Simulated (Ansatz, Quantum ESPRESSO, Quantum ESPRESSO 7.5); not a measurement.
# Ballistic transmission: vacuum gap of 7.0 Å between two Pd(111) faces

How well does the junction conduct in the ballistic limit? It is: vacuum gap of 7.0 Å between two Pd(111) faces.

Method: plane-wave DFT, PBE, GBRV ultrasoft pseudopotentials (cross-check by Ansatz 0.2.0 with PAW datasets), in Quantum ESPRESSO 7.5.

## (1) The structure

The cell holds 18 atoms: 18 Pd. Its edges and angles: a = 2.786 Å, b = 2.786 Å, c = 45.671 Å, α = 90.0°, β = 90.0°, γ = 60.0°. It derives from Pd. Regions: left lead, 9 atoms (9 Pd); right lead, 9 atoms (9 Pd). The structure is stacked along c, and the current runs across the ab planes.

## (2) SCF with pw.x

One periodic cell holds a stretch of lead, the junction and more lead; the atoms stay as built.

The input, scf.in:

```
&control
  prefix = 'scf'
  outdir = './out'
  pseudo_dir = './pseudo'
  calculation = 'scf'
  tprnfor = .true.
/
&system
  ibrav = 0
  nat = 18
  ntyp = 1
  ecutwfc = 40
  ecutrho = 200
  occupations = 'smearing'
  smearing = 'mv'
  degauss = 0.01
/
&electrons
  conv_thr = 1e-07
  mixing_beta = 0.25
  electron_maxstep = 120
  mixing_mode = 'local-TF'
/
ATOMIC_SPECIES
  Pd  106.4200  pd_pbe_v1.4.uspp.F.UPF
CELL_PARAMETERS angstrom
  2.78600071787500 0.00000000000000 0.00000000000000
  1.39300035893750 2.41274739664143 0.00000000000000
  0.00000000000000 0.00000000000000 45.67092103032114
ATOMIC_POSITIONS crystal
  Pd  0.000000000000 0.000000000000 0.000000000000
  Pd  0.333333333000 0.333333333000 0.049807623960
  Pd  0.666666667000 0.666666667000 0.099615247921
  Pd  0.000000000000 0.000000000000 0.149422871881
  Pd  0.333333333000 0.333333333000 0.199230495842
  Pd  0.666666667000 0.666666667000 0.249038119802
  Pd  0.000000000000 0.000000000000 0.298845743763
  Pd  0.333333333000 0.333333333000 0.348653367723
  Pd  0.666666667000 0.666666667000 0.398460991684
  Pd  0.000000000000 0.000000000000 0.551731384356
  Pd  0.333333333000 0.333333333000 0.601539008316
  Pd  0.666666667000 0.666666667000 0.651346632277
  Pd  0.000000000000 0.000000000000 0.701154256237
  Pd  0.333333333000 0.333333333000 0.750961880198
  Pd  0.666666667000 0.666666667000 0.800769504158
  Pd  0.000000000000 0.000000000000 0.850577128119
  Pd  0.333333333000 0.333333333000 0.900384752079
  Pd  0.666666667000 0.666666667000 0.950192376040
K_POINTS automatic
  10 10 1 0 0 0
```

The run is started by

```
> OMP_NUM_THREADS=1 mpirun -n 4 pw.x -nk 4 -in scf.in > scf.out
```

The log of the run:

```text
Program PWSCF v.7.5 starts
[citation notice left out]

     Parallel version (MPI & OpenMP), running on       4 processor cores
     Number of MPI processes:                 4
     Threads/MPI process:                     1

     MPI processes distributed on     1 nodes
[...]
Current dimensions of program PWSCF are:
     Max number of different atomic species (ntypx) = 10
     Max number of k-points (npk) =  40000
     Max angular momentum in pseudopotentials (lmaxx) =  4
     Message from routine setup:
     using ibrav=0 with symmetry is DISCOURAGED, use correct ibrav instead

     K-points division:     npool     =       4
     Subspace diagonalization in iterative solution of the eigenvalue problem:
     a serial algorithm will be used

     G-vector sticks info
     --------------------
     sticks:   dense  smooth     PW     G-vecs:    dense   smooth      PW
     Sum         379     313     97                98999    71015   12833

     Using Slab Decomposition

     bravais-lattice index     =            0
     lattice parameter (alat)  =       5.2648  a.u.
     unit-cell volume          =    2071.7123 (a.u.)^3
     number of atoms/cell      =           18
     number of atomic types    =            1
     number of electrons       =       288.00
     number of Kohn-Sham states=          173
     kinetic-energy cutoff     =      40.0000  Ry
     charge density cutoff     =     200.0000  Ry
     scf convergence threshold =      1.0E-07
     mixing beta               =       0.2500
     number of iterations used =            8  local-TF  mixing
     Exchange-correlation=  SLA  PW   PBX  PBC
                           (   1   4   3   4   0   0   0)

     celldm(1)=   5.264778  celldm(2)=   0.000000  celldm(3)=   0.000000
     celldm(4)=   0.000000  celldm(5)=   0.000000  celldm(6)=   0.000000

     crystal axes: (cart. coord. in units of alat)
               a(1) = (   1.000000   0.000000   0.000000 )
               a(2) = (   0.500000   0.866025   0.000000 )
               a(3) = (   0.000000   0.000000  16.393004 )

     reciprocal axes: (cart. coord. in units 2 pi/alat)
               b(1) = (  1.000000 -0.577350  0.000000 )
               b(2) = (  0.000000  1.154701  0.000000 )
               b(3) = (  0.000000  0.000000  0.061002 )

     PseudoPot. # 1 for Pd read from file:
     ./pseudo/pd_pbe_v1.4.uspp.F.UPF
     Pseudo is Ultrasoft + core correction, Zval = 16.0
     Generated by new atomic code, or converted to UPF format
     Using radial grid of  887 points,  6 beta functions with:
                l(1) =   0
                l(2) =   0
                l(3) =   1
                l(4) =   1
                l(5) =   2
                l(6) =   2
     Q(r) pseudized with  8 coefficients,  rinner =    1.130   1.130   1.130
                                                       1.130   1.130

     atomic species   valence    mass     pseudopotential
     Pd               16.00   106.42000     Pd( 1.00)

      6 Sym. Ops. (no inversion) found

   Cartesian axes

     site n.     atom                  positions (alat units)
         1        Pd     tau(   1) = (   0.0000000   0.0000000   0.0000000  )
         2        Pd     tau(   2) = (   0.5000000   0.2886751   0.8164966  )
         3        Pd     tau(   3) = (   1.0000000   0.5773503   1.6329932  )
         4        Pd     tau(   4) = (   0.0000000   0.0000000   2.4494897  )
         5        Pd     tau(   5) = (   0.5000000   0.2886751   3.2659863  )
         6        Pd     tau(   6) = (   1.0000000   0.5773503   4.0824829  )
         7        Pd     tau(   7) = (   0.0000000   0.0000000   4.8989795  )
         8        Pd     tau(   8) = (   0.5000000   0.2886751   5.7154761  )
         9        Pd     tau(   9) = (   1.0000000   0.5773503   6.5319726  )
        10        Pd     tau(  10) = (   0.0000000   0.0000000   9.0445348  )
        11        Pd     tau(  11) = (   0.5000000   0.2886751   9.8610314  )
        12        Pd     tau(  12) = (   1.0000000   0.5773503  10.6775280  )
        13        Pd     tau(  13) = (   0.0000000   0.0000000  11.4940246  )
        14        Pd     tau(  14) = (   0.5000000   0.2886751  12.3105211  )
        15        Pd     tau(  15) = (   1.0000000   0.5773503  13.1270177  )
        16        Pd     tau(  16) = (   0.0000000   0.0000000  13.9435143  )
        17        Pd     tau(  17) = (   0.5000000   0.2886751  14.7600109  )
        18        Pd     tau(  18) = (   1.0000000   0.5773503  15.5765075  )

     number of k points=    14  Marzari-Vanderbilt smearing, width (Ry)=  0.0100
                       cart. coord. in units 2pi/alat
        k(    1) = (   0.0000000   0.0000000   0.0000000), wk =   0.0200000
        k(    2) = (   0.0000000   0.1154701   0.0000000), wk =   0.1200000
        k(    3) = (   0.0000000   0.2309401   0.0000000), wk =   0.1200000
        k(    4) = (   0.0000000   0.3464102   0.0000000), wk =   0.1200000
        k(    5) = (   0.0000000   0.4618802   0.0000000), wk =   0.1200000
        k(    6) = (   0.0000000  -0.5773503   0.0000000), wk =   0.0600000
        k(    7) = (   0.1000000   0.1732051   0.0000000), wk =   0.1200000
        k(    8) = (   0.1000000   0.2886751   0.0000000), wk =   0.2400000
        k(    9) = (   0.1000000   0.4041452   0.0000000), wk =   0.2400000
        k(   10) = (   0.1000000  -0.6350853   0.0000000), wk =   0.2400000
[...]
k(   14) = (   0.3000000  -0.6350853   0.0000000), wk =   0.1200000

     Dense  grid:    98999 G-vectors     FFT dimensions: (  24,  24, 400)

     Smooth grid:    71015 G-vectors     FFT dimensions: (  24,  24, 360)

     Estimated max dynamical RAM per process >     365.01 MB

     Estimated total dynamical RAM >       1.36 GB

     Initial potential from superposition of free atoms

     starting charge     278.9999, renormalised to     288.0000

     negative rho (up, down):  1.501E+00 0.000E+00
     Starting wfcs are  216 randomized atomic wfcs

     total cpu time spent up to now is        8.0 secs

     per-process dynamical memory:   210.0 Mb

     Self-consistent Calculation

     iteration #  1     ecut=    40.00 Ry     beta= 0.25
     Davidson diagonalization with overlap
     ethr =  1.00E-02,  avg # of iterations =  4.7

     negative rho (up, down):  1.449E+00 0.000E+00

     total cpu time spent up to now is       31.4 secs

     total energy              =   -3579.04223874 Ry
     estimated scf accuracy    <      38.16401896 Ry

     iteration #  2     ecut=    40.00 Ry     beta= 0.25
[...]
14.3708  14.3821  14.4608  14.5379  14.5879  14.6063  14.6824  14.7838
    14.8558  14.9104  15.0474  15.1724  15.1802  15.2960  15.3842  15.4430
    15.4751  15.5301  15.9465  16.3808  16.8728  17.3918  17.9203  18.5269
    18.9733  19.5562  19.7160  21.9927  22.7667  23.5974  23.9567  25.2429
    25.4600  26.9627  27.2382  28.8059  29.0915

          k = 0.0000 0.3464 0.0000 (  8839 PWs)   bands (ev):

   -34.4384 -34.4345 -34.4265 -34.4177 -34.4157 -34.4138 -34.4104 -34.4039
   -34.3997 -34.3911 -34.3813 -34.3708 -34.3601 -34.3563 -34.3495 -34.3429
   -34.3389 -34.3345 -34.3261 -34.3133 -34.2986 -34.2831 -34.2672 -34.2531
   -34.2517 -34.2512 -34.2482 -34.2431 -34.2412 -34.2373 -34.2311 -34.2307
   -34.2235 -34.2217 -34.2163 -34.2108 -34.2089 -34.2013 -34.2008 -34.1945
   -34.1913 -34.1890 -34.1859 -34.1835 -34.1817 -34.1801 -34.1779 -34.1751
   -34.0676 -34.0676 -33.9397 -33.9397 -33.7306 -33.7306  10.4587  10.5092
    10.5905  10.6924  10.7960  10.8618  10.8671  10.8712  10.8853  10.9188
    10.9765  11.0550  11.1462  11.1570  11.2052  11.2629  11.2920  11.3767
    11.4088  11.4963  11.5386  11.6236  11.6573  11.7028  11.7790  11.9247
    12.0819  12.2419  12.3123  12.4045  12.4769  12.5885  12.6053  12.7228
    12.7691  12.8419  12.9185  12.9372  12.9766  12.9768  12.9908  13.0156
    13.0184  13.0889  13.0977  13.1074  13.1865  13.2333  13.2414  13.3062
    13.3393  13.4003  13.4425  13.5702  13.5894  13.7335  13.7376  13.8759
    13.8764  13.9885  13.9948  14.0861  14.0954  14.1865  14.1987  14.2726
    14.3245  14.3543  14.4299  14.4528  14.4640  14.4925  14.4976  14.5365
    14.5416  14.5536  14.5653  14.5902  14.5926  14.5989  14.6524  14.6624
    14.7088  14.7569  14.8007  14.8458  14.8890  14.9224  14.9281  14.9464
    14.9903  15.0852  15.2087  15.3199  15.3268  15.4210  15.4867  15.5250
    15.7827  16.2837  16.8361  17.3973  18.0087  18.6227  19.2600  19.9460
    20.5219  21.2969  21.6009  23.0196  23.2284  24.3688  24.7139  25.9561
    26.0030  26.1935  26.3825  26.6347  26.7849

          k = 0.0000 0.4619 0.0000 (  8853 PWs)   bands (ev):

   -34.4771 -34.4747 -34.4694 -34.4657 -34.4623 -34.4604 -34.4551 -34.4498
   -34.4440 -34.4383 -34.4319 -34.4275 -34.4208 -34.4141 -34.4100 -34.4081
   -34.3471 -34.3375 -34.3237 -34.3079 -34.2938 -34.2815 -34.2717 -34.2711
   -34.2708 -34.2679 -34.2637 -34.2625 -34.2590 -34.2561 -34.2528 -34.2490
   -34.2429 -34.2412 -34.2334 -34.2301 -34.2253 -34.2184 -34.2171 -34.2099
   -34.2076 -34.2042 -34.2007 -34.1978 -34.1970 -34.1939 -34.1914 -34.1900
   -34.1264 -34.1264 -33.9564 -33.9564 -33.7246 -33.7246  10.4881  10.5140
    10.5422  10.5513  10.6123  10.6307  10.6931  10.7465  10.7647  10.7882
    10.8094  10.8761  10.8790  10.8971  10.9815  10.9877  11.0108  11.0563
    11.1156  11.1363  11.2376  11.2807  11.3678  11.3810  11.4816  11.6886
    11.8997  12.0780  12.2155  12.3611  12.5043  12.6218  12.6974  12.7463
    12.7762  12.7909  12.8042  12.8510  12.9302  12.9557  13.0407  13.0937
    13.1715  13.1783  13.2639  13.3390  13.4474  13.5160  13.5200  13.7164
    13.7285  13.8416  13.9242  14.0210  14.1380  14.1785  14.3466  14.3512
    14.4796  14.5565  14.7170  14.7430  14.7484  14.9022  14.9880  15.0298
    15.0847  15.1204  15.1276  15.1296  15.1451  15.1670  15.1850  15.1923
    15.2073  15.2276  15.2541  15.2660  15.2945  15.3099  15.3230  15.3240
    15.3430  15.3523  15.3847  15.3916  15.4338  15.4751  15.5232  15.5696
    15.6008  15.6812  15.9488  16.1776  16.3535  16.4621  16.5069  16.5997
    16.8853  17.3353  17.8820  18.4594  19.0839  19.6937  20.3430  20.9290
    21.5358  21.9763  22.7657  22.8679  23.0135  23.1969  23.2655  23.4956
    23.8117  24.1622  24.4423  24.7189  25.2021

          k = 0.0000-0.5774 0.0000 (  8896 PWs)   bands (ev):

   -34.5020 -34.4996 -34.4943 -34.4856 -34.4821 -34.4799 -34.4743 -34.4734
   -34.4635 -34.4633 -34.4528 -34.4521 -34.4441 -34.4437 -34.4354 -34.4354
   -34.3011 -34.2998 -34.2973 -34.2946 -34.2916 -34.2890 -34.2825 -34.2808
   -34.2792 -34.2786 -34.2785 -34.2754 -34.2698 -34.2678 -34.2633 -34.2560
   -34.2543 -34.2479 -34.2399 -34.2394 -34.2316 -34.2265 -34.2232 -34.2158
   -34.2147 -34.2100 -34.2064 -34.2035 -34.2032 -34.1992 -34.1967 -34.1961
   -34.1464 -34.1464 -33.9627 -33.9627 -33.7224 -33.7223  10.3608  10.4064
    10.4331  10.4803  10.4872  10.5753  10.5766  10.6317  10.6726  10.6846
    10.6920  10.7442  10.7968  10.8235  10.8492  10.9043  10.9520  10.9879
    10.9982  11.0524  11.0664  11.1538  11.2464  11.2612  11.3746  11.5916
    11.8201  12.0343  12.2059  12.3315  12.4324  12.5220  12.5997  12.6589
    12.6963  12.7130  12.7339  12.7827  12.8653  12.9807  13.1245  13.2050
    13.2140  13.2931  13.4022  13.4196  13.4836  13.6861  13.6914  13.7009
    13.9129  14.0214  14.0264  14.1430  14.3719  14.3760  14.3816  14.6053
    14.7212  14.7445  14.8210  15.0133  15.0511  15.0802  15.1702  15.2812
    15.3310  15.3349  15.3477  15.3803  15.4159  15.4187  15.4246  15.4342
    15.4465  15.4606  15.4760  15.4926  15.5102  15.5289  15.5403  15.5487
    15.5701  15.5953  15.6268  15.6640  15.6695  15.6975  15.7537  15.7541
    16.6428  16.9291  17.2783  17.6393  17.9827  18.2974  18.5681  18.7943
    18.8246  18.8989  18.9696  18.9969  19.0916  19.0958  19.1647  19.1736
    19.2179  19.2202  22.4947  22.5457  22.5485  22.6661  22.7226  22.9034
    23.1108  23.3917  23.7345  24.1072  24.5763

[...]
the Fermi energy is    15.4445 ev

!    total energy              =   -3576.56670886 Ry
     estimated scf accuracy    <       0.00000006 Ry
     smearing contrib. (-TS)   =       0.00219490 Ry
     internal energy E=F+TS    =   -3576.56890377 Ry

     The total energy is F=E-TS. E is the sum of the following terms:
     one-electron contribution =   -7647.94147933 Ry
     hartree contribution      =    4039.94750726 Ry
     xc contribution           =    -564.15223448 Ry
     ewald contribution        =     595.57730278 Ry

     convergence has been achieved in  17 iterations

     negative rho (up, down):  1.511E+00 0.000E+00

     Forces acting on atoms (cartesian axes, Ry/au):

     atom    1 type  1   force =     0.00000000    0.00000000    0.00037528
     atom    2 type  1   force =     0.00000000    0.00000000   -0.00047124
     atom    3 type  1   force =     0.00000000    0.00000000    0.00045064
     atom    4 type  1   force =     0.00000000    0.00000000   -0.00047004
     atom    5 type  1   force =     0.00000000    0.00000000    0.00047149
     atom    6 type  1   force =     0.00000000    0.00000000    0.00039644
     atom    7 type  1   force =     0.00000000    0.00000000    0.00045351
     atom    8 type  1   force =     0.00000000    0.00000000   -0.00330867
     atom    9 type  1   force =     0.00000000    0.00000000    0.00356102
     atom   10 type  1   force =     0.00000000    0.00000000   -0.00355313
     atom   11 type  1   force =     0.00000000    0.00000000    0.00332297
     atom   12 type  1   force =     0.00000000    0.00000000   -0.00043951
     atom   13 type  1   force =     0.00000000    0.00000000   -0.00038877
     atom   14 type  1   force =     0.00000000    0.00000000   -0.00047252
     atom   15 type  1   force =     0.00000000    0.00000000    0.00045956
     atom   16 type  1   force =     0.00000000    0.00000000   -0.00046400
     atom   17 type  1   force =     0.00000000    0.00000000    0.00046048
     atom   18 type  1   force =     0.00000000    0.00000000   -0.00038349

     Total force =     0.007073     Total SCF correction =     0.002192
     SCF correction compared to forces is large: reduce conv_thr to get better values

[...]
=------------------------------------------------------------------------------=
   JOB DONE.
=------------------------------------------------------------------------------=
```

The job ended after 5.4 min (4 MPI ranks of Arm Neoverse V2, shared host; peak memory 1.6 GiB).

Numbers from this step:

```
free energy  : -48661.6691 eV
Fermi energy : 15.44 eV
```

The program's own clock; routines nest. Time by routine:

```tsv
routine	wall time (s)	calls
PWSCF	321.2	1
electrons	309.8	1
c_bands	268.4	17
cegterg	249.5	68
h_psi	130.1	217
fftw	85.76	62094
vloc_psi	77.36	217
calbec	40.49	301
sum_band	33.34	17
h_psi:calbec	25.76	217
add_vuspsi	25.76	217
s_psi	25.74	217
cdiaghg	8.63	213
init_run	7.95	1
```

The run needed 17 iterations to bring the estimated error under 1e-07 Ry; the largest force on any atom, held or free, is 0.09 eV/Å.

[end of part 1 of 3]

[Logs are printed without paths, hosts, clocks, repeated set-up lines and the standing remarks that a program may print on its own settings, such as how far it seeks lower states.]

[Hosts, paths, dates, database ids (printed as entryN), source tags and the programs' standing remarks are cut or masked in the printed files.]

[Maps of the electrostatic potential energy from Ansatz leave out the sawtooth potential of an applied field or a dipole correction, so their vacuum need not be flat; planar profiles and work functions include it.]
